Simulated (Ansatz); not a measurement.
## HfC (Fm-3m): modes against biaxial strain in the (111) plane

Wanted: the shifts of the zone-centre modes of HfC (Fm-3m) with strain.

Main program and level: Ansatz 0.2.0; DFT PBEsol, scalar-relativistic, plane waves, PAW; PAW set soft_1.

The database entry behind the starting cell differs from later determinations by our own check (about 0.2 % long), so it need not match the best structure at ambient conditions.

**1. The structure**

The structure is cubic, space group Fm-3m (No. 225). Conventional cell: a = 4.650 Å, b = 4.650 Å, c = 4.650 Å, α = 90.00°, β = 90.00°, γ = 90.00°. C has 6 Hf at 2.33 Å nearest. Nearest to Hf lie 6 C at 2.33 Å. Farther neighbours are not listed.

**2. Relaxation**

Harmonic phonons are second derivatives at a point where the forces vanish, and they are wanted at zero stress, so atoms and cell are relaxed first.

input.yaml reads:

```yaml
crystal:
  lattice:
    - [0.0, 2.325, 2.325]
    - [2.325, 0.0, 2.325]
    - [2.325, 2.325, 0.0]
  atoms:
    - { symbol: C, position: [0.0, 0.0, 0.0] }
    - { symbol: Hf, position: [0.5, 0.5, 0.5] }
kpoints:
  mp_grid: { grid: [16, 16, 16] }
hamiltonian:
  xc: pbesol
  pseudopotentials: { kind: paw, azcp: { folder: soft_1 }, xc_functional: pbe }
scf:
  occupations: { method: gaussian, width: 0.1 }
output:
  forces: true
  stress: true
  eigenvalues: true
relax:
  adjacent_minimum: "off"
  f_tol: 0.005
  max_steps: 80
  cell: { stress_tol: 0.05 }
```

On the command line:

```
ansatz run input.yaml --threads 4 --pin off --max-ram 10240MiB --backend cpu --events-out ev --progress --plain --runs-dir out
```

Numbers of over 12 decimals in the logs are rounded to 6 here.

Log:

```text
Engine: ansatz 0.2.0, x86_64-unknown-linux-gnu
Pseudopotentials: kind: paw
Pseudopotential: C, paw, valence charge 4, recommended cutoff 420 eV (normal), soft_1/C.paw.azcp
Pseudopotential: Hf, paw, valence charge 26, recommended cutoff 420 eV (normal), soft_1/Hf.paw.azcp
Functional definition: PBEsol
  exchange = pbesol_x
  correlation = pbesol_c
Crystal: 2 atoms, lattice volume = 25.136 Å³
Basis set: ecut = 420 eV, 531 PW (Γ), exchange–correlation on 48×48×48 points (8 copies of the dense FFT grid, shifted against one another)
Bands: 19, of which v1, the nominal top of the filled ones, is band 15 counted from 1 (14 counted from 0)
Symmetry: 48 space group operations
Space group: Fm-3m (ITA 225), of the structure as read, at distance tolerance 2.9e-5 Å
k-points: 145 of 4096
Non-local potential: C, projectors of the file, l = 0: 2, l = 1: 2, l = 2: 1
Non-local potential: Hf, projectors of the file, l = 0: 3, l = 1: 2, l = 2: 2, l = 3: 3
PAW form: soft (Blöchl's): semilocal exchange-correlation on the pseudo side does not see the compensation charge
PAW frozen core: C, regenerated for the run's functional, and the local potential with it (the file was generated under x = pbe(κ = 0.804, μ = 0.219515), c = pbe(β = 0.066725))
PAW frozen core: Hf, regenerated for the run's functional, and the local potential with it (the file was generated under x = pbe(κ = 0.804, μ = 0.219515), c = pbe(β = 0.066725))
PAW one-centre angular grid: C, 110 points (default); XC on 64 Gauss nodes
PAW one-centre angular grid: Hf, 590 points (default); XC on 64 Gauss nodes
Initial density: superposition of atomic densities (chi_scale 0.1, normalization cell, long waves kept (reshape's long-wave potential 0.00 eV rms))
Initial wavefunctions: pseudopotential atomic-orbital guess
Functional: x = pbesol(κ = 0.804, μ = 0.123457), c = pbesol(β = 0.046)
SCF iter   1: F=—  HF=-15848.031419 eV  |F-HF|=—  |Δ(HF+E_count)|=         —  Δρ=8.43e-2  dr2=2.46e0  ethr=3.10e-3  ⟨swp⟩=5.3  Hψ=12374  notcnv=0
preconditioner: auto → Kerker (q_TF=auto, 2.810 Å⁻¹)  [metal: Δε(μ)=0.066 eV  Ē_g=17.592 eV  σ=0.100 eV  W_gap=0.34  n_scr=14 (ndim 8)  ℏωp=39.2 eV  f_vac=0.000  D(μ)=0.23/eV (n_scr^D=0)]
SCF iter   2: F=—  HF=-15847.529167 eV  |F-HF|=—  |Δ(HF+E_count)|=   5.02e-1  Δρ=3.28e-2  dr2=2.66e-1  ethr=3.10e-3  ⟨swp⟩=2.4  Hψ=5153  notcnv=0  defer=4
SCF iter   3: F=—  HF=-15847.476432 eV  |F-HF|=—  |Δ(HF+E_count)|=   5.27e-2  Δρ=1.43e-2  dr2=3.24e-2  ethr=8.88e-4  ⟨swp⟩=2.2  Hψ=5835  notcnv=0  defer=2
SCF iter   4: F=—  HF=-15847.468113 eV  |F-HF|=—  |Δ(HF+E_count)|=   8.32e-3  Δρ=8.15e-3  dr2=7.98e-3  ethr=1.08e-4  ⟨swp⟩=2.4  Hψ=5685  notcnv=0  defer=2
SCF iter   5: F=—  HF=-15847.468200 eV  |F-HF|=—  |Δ(HF+E_count)|=   8.71e-5  Δρ=1.46e-3  dr2=2.75e-4  ethr=2.66e-5  ⟨swp⟩=2.4  Hψ=4706  notcnv=0  defer=1
SCF iter   6: F=—  HF=-15847.468163 eV  |F-HF|=—  |Δ(HF+E_count)|=   3.79e-5  Δρ=2.51e-4  dr2=1.57e-5  ethr=9.16e-7  ⟨swp⟩=3.1  Hψ=5035  notcnv=0  defer=1
SCF iter   7: F=—  HF=-15847.468168 eV  |F-HF|=—  |Δ(HF+E_count)|=   4.98e-6  Δρ=6.64e-5  dr2=8.09e-7  ethr=5.24e-8  ⟨swp⟩=2.2  Hψ=5025  notcnv=0  defer=1
SCF iter   8: F=-15847.468167 eV  HF=-15847.468167 eV  |F-HF|=8.73e-10  |Δ(HF+E_count)|=   2.63e-8  Δρ=1.40e-5  dr2=2.86e-8  ethr=3.33e-10  ⟨swp⟩=8.1  Hψ=16773  notcnv=0
SCF 1 converged in 8 iterations: F = -15847.468167 eV  dr2 = 2.86e-8
  greatest PAW one-centre occupation: 0.998 electrons in one spin orbital (limit 2), on the Hf atom at site 1 (counted from 0), in its partial waves of l = 0
relax step   1: F+E_penalty+E_count = -15847.46816748 eV  Δ(F+E_penalty+E_count) = +0.000e0 eV  max|allowed force component| = 2.846e-29 eV/Å  Δτ_max = 0.0000 Å  P = -6.514 GPa  Ω = 25.136 Å³  (8 SCF iters, dr2 threshold 1.00e-7 eV, accepted)
Crystal: 2 atoms, lattice volume = 23.941 Å³
Basis set: ecut = 420 eV, 459 PW (Γ), exchange–correlation on 48×48×48 points (8 copies of the dense FFT grid, shifted against one another)
Initial density: handed on by an earlier stage of this run
Initial wavefunctions: those handed on with the density
iter 1 solved again at ethr=4.10e-5 eV; its pass at ethr=3.10e-3 eV (dr2=1.23e-2 eV) is discarded
SCF iter   1: F=—  HF=-15847.478327 eV  |F-HF|=—  |Δ(HF+E_count)|=         —  Δρ=6.63e-3  dr2=1.25e-2  ethr=4.10e-5  ⟨swp⟩=1.3  Hψ=16491  notcnv=0
preconditioner: auto → Kerker (q_TF=auto, 2.833 Å⁻¹)  [metal: Δε(μ)=0.014 eV  Ē_g=18.198 eV  σ=0.100 eV  W_gap=0.08  n_scr=14 (ndim 8)  ℏωp=40.2 eV  f_vac=0.000  D(μ)=0.45/eV (n_scr^D=0)]
SCF iter   2: F=—  HF=-15847.475566 eV  |F-HF|=—  |Δ(HF+E_count)|=   2.76e-3  Δρ=2.06e-3  dr2=1.15e-3  ethr=4.10e-5  ⟨swp⟩=2.0  Hψ=3468  notcnv=0
SCF iter   3: F=—  HF=-15847.475336 eV  |F-HF|=—  |Δ(HF+E_count)|=   2.30e-4  Δρ=7.33e-4  dr2=9.61e-5  ethr=3.83e-6  ⟨swp⟩=2.2  Hψ=4410  notcnv=0
SCF iter   4: F=—  HF=-15847.475281 eV  |F-HF|=—  |Δ(HF+E_count)|=   5.52e-5  Δρ=5.11e-4  dr2=6.51e-5  ethr=3.20e-7  ⟨swp⟩=2.2  Hψ=5088  notcnv=0
SCF iter   5: F=—  HF=-15847.475263 eV  |F-HF|=—  |Δ(HF+E_count)|=   1.81e-5  Δρ=9.58e-5  dr2=1.91e-6  ethr=2.17e-7  ⟨swp⟩=2.1  Hψ=4911  notcnv=0
SCF iter   6: F=—  HF=-15847.475265 eV  |F-HF|=—  |Δ(HF+E_count)|=   1.49e-6  Δρ=4.27e-5  dr2=4.08e-7  ethr=6.35e-9  ⟨swp⟩=2.3  Hψ=5183  notcnv=0
SCF iter   7: F=-15847.475264 eV  HF=-15847.475265 eV  |F-HF|=7.79e-8  |Δ(HF+E_count)|=   1.20e-8  Δρ=8.45e-6  dr2=9.45e-9  ethr=6.67e-10  ⟨swp⟩=7.6  Hψ=16012  notcnv=0
SCF 2 converged in 7 iterations: F = -15847.475264 eV  dr2 = 9.45e-9
relax step   2: F+E_penalty+E_count = -15847.47526447 eV  Δ(F+E_penalty+E_count) = -7.097e-3 eV  max|allowed force component| = 9.572e-29 eV/Å  Δτ_max = 0.0000 Å  P = +5.459 GPa  Ω = 23.941 Å³  energy of the carried Pulay correction = +1.387e-3 eV  (7 SCF iters, dr2 threshold 2.00e-7 eV, accepted)
Crystal: 2 atoms, lattice volume = 24.472 Å³
iter 1 solved again at ethr=1.02e-5 eV; its pass at ethr=3.10e-3 eV (dr2=3.06e-3 eV) is discarded
SCF iter   1: F=—  HF=-15847.483836 eV  |F-HF|=—  |Δ(HF+E_count)|=         —  Δρ=3.06e-3  dr2=2.78e-3  ethr=1.02e-5  ⟨swp⟩=2.1  Hψ=15630  notcnv=0
preconditioner: auto → Kerker (q_TF=auto, 2.823 Å⁻¹)  [metal: Δε(μ)=0.006 eV  Ē_g=18.199 eV  σ=0.100 eV  W_gap=0.03  n_scr=14 (ndim 8)  ℏωp=39.7 eV  f_vac=0.000  D(μ)=0.46/eV (n_scr^D=0)]
SCF iter   2: F=—  HF=-15847.483226 eV  |F-HF|=—  |Δ(HF+E_count)|=   6.10e-4  Δρ=9.52e-4  dr2=2.52e-4  ethr=9.26e-6  ⟨swp⟩=2.0  Hψ=3470  notcnv=0
SCF iter   3: F=—  HF=-15847.483175 eV  |F-HF|=—  |Δ(HF+E_count)|=   5.05e-5  Δρ=3.11e-4  dr2=1.93e-5  ethr=8.39e-7  ⟨swp⟩=2.1  Hψ=4376  notcnv=0
SCF iter   4: F=—  HF=-15847.483169 eV  |F-HF|=—  |Δ(HF+E_count)|=   6.59e-6  Δρ=2.20e-4  dr2=1.28e-5  ethr=6.44e-8  ⟨swp⟩=2.2  Hψ=4743  notcnv=0
SCF iter   5: F=—  HF=-15847.483165 eV  |F-HF|=—  |Δ(HF+E_count)|=   3.61e-6  Δρ=4.69e-5  dr2=6.24e-7  ethr=4.27e-8  ⟨swp⟩=2.4  Hψ=3912  notcnv=0
SCF iter   6: F=—  HF=-15847.483165 eV  |F-HF|=—  |Δ(HF+E_count)|=   2.02e-7  Δρ=2.02e-5  dr2=8.92e-8  ethr=6.67e-10  ⟨swp⟩=7.2  Hψ=15592  notcnv=0
SCF iter   7: F=-15847.483165 eV  HF=-15847.483165 eV  |F-HF|=1.69e-10  |Δ(HF+E_count)|=   2.18e-8  Δρ=3.79e-6  dr2=2.72e-9  ethr=2.97e-10  ⟨swp⟩=5.5  Hψ=11900  notcnv=0
SCF 3 converged in 7 iterations: F = -15847.483165 eV  dr2 = 2.72e-9
relax step   3: F+E_penalty+E_count = -15847.48316526 eV  Δ(F+E_penalty+E_count) = -7.901e-3 eV  max|allowed force component| = 2.679e-29 eV/Å  Δτ_max = 0.0000 Å  P = -0.209 GPa  Ω = 24.472 Å³  energy of the carried Pulay correction = +7.630e-4 eV  (7 SCF iters, dr2 threshold 2.00e-7 eV, accepted)
[...]
relax step   4: F+E_penalty+E_count = -15847.48320269 eV  Δ(F+E_penalty+E_count) = -3.743e-5 eV  max|allowed force component| = 4.227e-29 eV/Å  Δτ_max = 0.0000 Å  P = -0.001 GPa  Ω = 24.451 Å³  energy of the carried Pulay correction = +7.869e-4 eV  (3 SCF iters, dr2 threshold 1.10e-7 eV, accepted)
Initial wavefunctions: pseudopotential atomic-orbital guess (no wavefunctions were taken with the density)
iter 1 solved again at ethr=1.17e-9 eV; its pass at ethr=3.10e-3 eV (dr2=3.50e-7 eV) is discarded
SCF iter   1: F=—  HF=-15847.482482 eV  |F-HF|=—  |Δ(HF+E_count)|=         —  Δρ=6.20e-5  dr2=1.27e-7  ethr=1.17e-9  ⟨swp⟩=6.1  Hψ=25888  notcnv=3
preconditioner: auto → Kerker (q_TF=auto, 2.823 Å⁻¹)  [metal: Δε(μ)=0.005 eV  Ē_g=18.179 eV  σ=0.100 eV  W_gap=0.03  n_scr=14 (ndim 8)  ℏωp=39.7 eV  f_vac=0.000  D(μ)=0.46/eV (n_scr^D=0)]
SCF iter   2: F=—  HF=-15847.482480 eV  |F-HF|=—  |Δ(HF+E_count)|=   1.71e-6  Δρ=4.04e-5  dr2=1.20e-7  ethr=4.24e-10  ⟨swp⟩=3.1  Hψ=5783  notcnv=0
SCF iter   3: F=—  HF=-15847.482480 eV  |F-HF|=—  |Δ(HF+E_count)|=   1.17e-8  Δρ=2.34e-5  dr2=2.89e-8  ethr=3.99e-10  ⟨swp⟩=2.8  Hψ=5501  notcnv=0
SCF iter   4: F=—  HF=-15847.482480 eV  |F-HF|=—  |Δ(HF+E_count)|=   2.33e-8  Δρ=3.95e-6  dr2=8.83e-10  ethr=9.64e-11  ⟨swp⟩=2.9  Hψ=4859  notcnv=0
SCF iter   5: F=—  HF=-15847.482480 eV  |F-HF|=—  |Δ(HF+E_count)|=  8.40e-10  Δρ=8.54e-7  dr2=8.48e-11  ethr=2.94e-12  ⟨swp⟩=2.2  Hψ=5002  notcnv=0
SCF iter   6: F=-15847.482480 eV  HF=-15847.482480 eV  |F-HF|=7.28e-12  |Δ(HF+E_count)|=  7.28e-12  Δρ=2.04e-7  dr2=7.99e-12  ethr=1.00e-12  ⟨swp⟩=8.8  Hψ=17670  notcnv=0
SCF 5 converged in 6 iterations: F = -15847.482480 eV  dr2 = 7.99e-12
relax step   5: F+E_penalty+E_count = -15847.48247986 eV  Δ(F+E_penalty+E_count) = +7.228e-4 eV  max|allowed force component| = 2.797e-29 eV/Å  Δτ_max = 0.0000 Å  P = -0.033 GPa  Ω = 24.451 Å³  stress off target by 3.32e-2 GPa  SCF on the basis re-selected at this cell (its energy is not comparable with the rows above)  (6 SCF iters)
basis re-selected at this cell: Δ(F+E_penalty+E_count) = +7.228e-4 eV, ΔP = -0.032 GPa vs the last step (what re-selecting the basis moved, of the pressure what is left beyond the Pulay correction that the steps carried, after the strain that the cell walked since its last selection, with what the two solves' SCF thresholds leave and, on support functions, any second-order correction that the steps lacked; it is no m [...]
SCF converged after 6 iterations
Free energy (F): -15847.482480 eV
Harris-Foulkes:  -15847.482480 eV  (|F-HF|=7.28e-12)
Internal energy: -15847.480192 eV  (E = F + TS)
E sigma→0 (E₀):  -15847.481336 eV
Entropy (-TS):   -0.002288 eV (-1.144 meV/atom)
Fermi energy:    18.982194 eV
--- Per-component energies (eV) ---
  E_band       = 80.578682
  E_kinetic    = 494.916612
  E_local      = -6154.399135  (includes V_loc(G=0)·N_el)
  E_nonlocal   = 91.324407
  E_hartree    = 3017.672923
  E_xc         = -312.445466
  E_vxc        = -314.013889  (∫ρ·V_xc dr)
  E_paw        = -7673.666050  (= ΣΔE_a)
  E_vpaw       = -72.595128  (= ΣTr[D̂ρ^β])
  E_aug_tail   = 0.000101  (compensation charges beyond the density's cutoff)
  E_ewald      = -5312.155740
  E_core_change = 1.272157  (= ΣΔE_core)
  E_smearing   = -0.002288  (= −TS)
  E_closure    = 0.000000  (closes the sum)
  Σ components = -15847.482480   (vs F -15847.482480, Δ=0.00e0)
--- Forces (eV/Å), atoms counted from 1 ---
  atom   1  C     -0.00000000    -0.00000000    -0.00000000
  atom   2  Hf     0.00000000    -0.00000000    -0.00000000
  max |Σ_I F_I| component: 5.48e-29 eV/Å
--- Stress (GPa, compression-positive) ---
       -0.033163      -0.000000      -0.000000
       -0.000000      -0.033163      -0.000000
       -0.000000       0.000000      -0.033163
  P = ⅓ Tr σ = -0.0332 GPa (-0.332 kbar)
--- Band table (eV; the first three rows and the last of 145) ---
  k-point 0: bands = [... 11 lower, 8.1569, 20.0834, 20.0834, 20.0834, 20.3083, 20.3083, 20.3083, 22.4032]
  k-point 1: bands = [... 11 lower, 8.1571, 19.2616, 19.5176, 19.5176, 20.5561, 20.5561, 20.8847, 22.9310]
  k-point 2: bands = [... 11 lower, 8.1573, 18.1835, 18.6794, 18.6794, 20.8999, 20.8999, 21.3280, 24.0413]
  k-point 144: bands = [... 11 lower, 9.3768, 15.9280, 16.2235, 16.2235, 22.7140, 22.7140, 25.9073, 26.2492]
--- Relaxed structure (4 steps of the walk, 4 accepted, 1 SCFs on fresh bases) ---
  F+E_penalty+E_count = -15847.48247986 eV   max|allowed force component| = 2.797e-29 eV/Å   (the final SCF, on the basis selected at the relaxed cell)
  cell:  # Å, volume = 24.4509 Å³
    - [0, 2.303679, 2.303679]
    - [2.303679, 0, 2.303679]
    - [2.303679, 2.303679, 0]
  atoms:
    - { symbol: C, position: [0, 0, 0] }
    - { symbol: Hf, position: [0.5, 0.5, 0.5] }
```

Elapsed: 23 s, on 4 threads of Intel Xeon at 2.50GHz (Skylake/Cascade Lake), shared host; peak memory 0.42 GiB; 55 s of CPU time.

Relaxation path:

```
step  energy less that of the first step (eV)  largest force component (eV/Å)  pressure (GPa)  volume (Å³)
   1                                   0.0000                          0.0000           -6.51        25.14
   2                                  -0.0071                          0.0000            5.46        23.94
   3                                  -0.0150                          0.0000           -0.21        24.47
   4                                  -0.0150                          0.0000            0.00        24.45
  5*                                  -0.0143                          0.0000           -0.03        24.45
```

Relaxation steps marked * repeat the geometry before them on a plane-wave basis chosen anew for their cell, so energy and pressure can jump there.

Forces are held to the 48 operations that the run works with; a distortion that breaks them can't arise in this run.

```
conventional cell, symmetrised  before  after  change
                         a (Å)   4.650  4.607  -0.9 %
                         b (Å)   4.650  4.607  -0.9 %
                         c (Å)   4.650  4.607  -0.9 %
              volume (Å³/atom)   12.57  12.23  -2.7 %
```

Final coordinates:

```xyz
2
Lattice="0.0000 2.3037 2.3037 2.3037 0.0000 2.3037 2.3037 2.3037 0.0000" Properties=species:S:1:pos:R:3 pbc="T T T"
C     0.0000    0.0000    0.0000
Hf    2.3037    2.3037    2.3037
```

Numbers from this step:

| Property | Result |
| --- | --- |
| pressure | -0.03316 GPa |
| volume per atom | 12.23 Å³ |
| gap on the k-mesh | 0 eV |

In this step the volume went from 12.57 to 12.23 Å³/atom.

**3. Tight relaxation**

Phonons need small forces and stress, so the relaxation is finished with tight tolerances on 16×16×16 k points.

input.yaml, the sections that differ from step 2:

```yaml
crystal:
  lattice:
    - [0.0, 2.3036785238, 2.3036785238]
    - [2.3036785238, 0.0, 2.3036785238]
    - [2.3036785238, 2.3036785238, 0.0]
  atoms:
    - { symbol: C, position: [0.0, 0.0, 0.0] }
    - { symbol: Hf, position: [0.5, 0.5, 0.5] }
scf:
  occupations: { method: methfessel_paxton, width: 0.2 }
output:
  forces: true
  stress: true
  eigenvalues: true
  write_density: true
  write_potential: true
  elf: true
  volumetric_format: npy
relax:
  adjacent_minimum: "off"
  f_tol: 0.001
  max_steps: 60
  cell: { stress_tol: 0.01 }
# kpoints, hamiltonian: as in step 2
```

Log:

```text
[...]
Crystal: 2 atoms, lattice volume = 24.451 Å³
Basis set: ecut = 420 eV, 531 PW (Γ), exchange–correlation on 48×48×48 points (8 copies of the dense FFT grid, shifted against one another)
Bands: 19, of which v1, the nominal top of the filled ones, is band 15 counted from 1 (14 counted from 0)
Symmetry: 48 space group operations
[...]
k-points: 145 of 4096
[...]
k-point 144: bands = [... 11 lower, 9.3795, 15.9305, 16.2262, 16.2262, 22.7171, 22.7171, 25.9108, 26.2530]
--- Relaxed structure (3 steps of the walk, 3 accepted, 1 SCFs on fresh bases) ---
[...]
cell:  # Å, volume = 24.4478 Å³
    - [0, 2.303580, 2.303580]
    - [2.303580, 0.0, 2.303580]
    - [2.303580, 2.303580, 0]
  atoms:
    - { symbol: C, position: [0, 0, 0] }
    - { symbol: Hf, position: [0.5, 0.5, 0.5] }
[key lines of the parts left out:]
SCF converged after 6 iterations
Free energy (F): -15847.482024 eV
Fermi energy:    18.986593 eV
P = ⅓ Tr σ = -0.0003 GPa (-0.003 kbar)
```

It took 16 s on 4 threads; peak memory 0.42 GiB; 44 s of CPU time.

Little changed from the start: no atom moved by 0.005 Å and no cell edge by 0.1 %.

This step gave:

```
pressure        : -2.86e-4 GPa
volume per atom : 12.22 Å³
```

Valence density in the ac plane of the conventional cell at fractional y = 0.000, with atoms of C and Hf within 0.2 Å of it. It is the smooth field of the valence electrons, not physical close to the nuclei.

Ten steps, logarithmic in the rise over the least value, from '_' (0 e/Å³) to '@' (50 e/Å³), each cell a mean:
```
::::..__..++%%@@##--....::::
::....____::++**==..____..::
..__________..::..________..
..____________..__________..
--::______........______..--
##**::____..::::::..__..==##
@@##--....::::::::....::**@@
@@##--....::::::::..__..++%%
**==..____..::::....____::++
::..________....__________..
..__________....____________
....______..----::______....
::::..__..==####**::____..::
::::....::**@@@@##--....::::
```
Columns run along a (4.6 Å), rows up along c (4.6 Å), edges of the conventional cell, whose origin can differ from the input's. Atoms in or near the plane, at fractional coordinates: C at (0.00, 0.00), C at (0.50, 0.50), Hf at (0.50, 0.00), Hf at (0.00, 0.50).

ELF in the ac plane of the conventional cell at fractional y = 0.000, with atoms of C and Hf within 0.2 Å of it. It is the smooth field of the valence electrons, not physical close to the nuclei.

Ten even steps from '0' (0.11) to '9' (0.85), each cell a mean:
```
27833899951684
88831588721588
66520133200356
21012333321011
64105888872025
98416875883279
99626820583389
99516842783389
87215888883158
32003566652013
33210112101233
88720256410588
58832799841687
05833899962682
```
Columns run along a (4.6 Å), rows up along c (4.6 Å), edges of the conventional cell, whose origin can differ from the input's. Atoms in or near the plane, at fractional coordinates: C at (0.00, 0.00), C at (0.50, 0.50), Hf at (0.50, 0.00), Hf at (0.00, 0.50).

Electrostatic potential energy in the ac plane of the conventional cell at fractional y = 0.000, with atoms of C and Hf within 0.2 Å of it. With pseudopotentials it is smooth inside the atoms' cores, unlike the true potential.

Values in eV, 14 rows by 14 columns, each cell a mean:
```
-34 -18  11  15   1 -14  -8  -4 -13  -8  10  16  -1 -30
 -6   7  17  17   9  -6 -14 -14 -12   1  14  18  14  -1
 15  17  19  19  15   9   1   0   5  12  18  19  18  16
  9  12  16  19  19  17  15  14  16  18  19  18  14  10
-10  -4   7  16  19  17  11   9  15  19  18  12   1  -8
-11 -14  -4  12  17   7 -18 -25  -6  15  16   5 -12 -13
  2 -11 -10   9  15  -6 -34 -35 -25   9  14   0 -14  -4
 -4 -13  -8  10  16  -1 -30 -34 -18  11  15   1 -14  -8
-14 -12   1  14  18  14  -1  -6   7  17  17   9  -6 -14
  0   5  12  18  19  18  16  15  17  19  19  15   9   1
 14  16  18  19  18  14  10   9  12  16  19  19  17  15
  9  15  19  18  12   1  -8 -10  -4   7  16  19  17  11
-25  -6  15  16   5 -12 -13 -11 -14  -4  12  17   7 -18
-35 -25   9  14   0 -14  -4   2 -11 -10   9  15  -6 -34
```
Columns run along a (4.6 Å; values clipped at the 3rd and 97th percentile), rows up along c (4.6 Å), edges of the conventional cell, whose origin can differ from the input's. Atoms in or near the plane, at fractional coordinates: C at (0.00, 0.00), C at (0.50, 0.50), Hf at (0.50, 0.00), Hf at (0.00, 0.50).

The forces vanish by symmetry and the pressure is 0.000 GPa, within the tolerances set. The cell now holds 12.22 Å³/atom.

[end of part 1 of 3]

[Logs are printed without paths, hosts, clocks, repeated set-up lines and the standing remarks that a program may print on its own settings, such as how far it seeks lower states.]

[Hosts, paths, dates, database ids (printed as entryN), source tags and the programs' standing remarks are cut or masked in the printed files.]
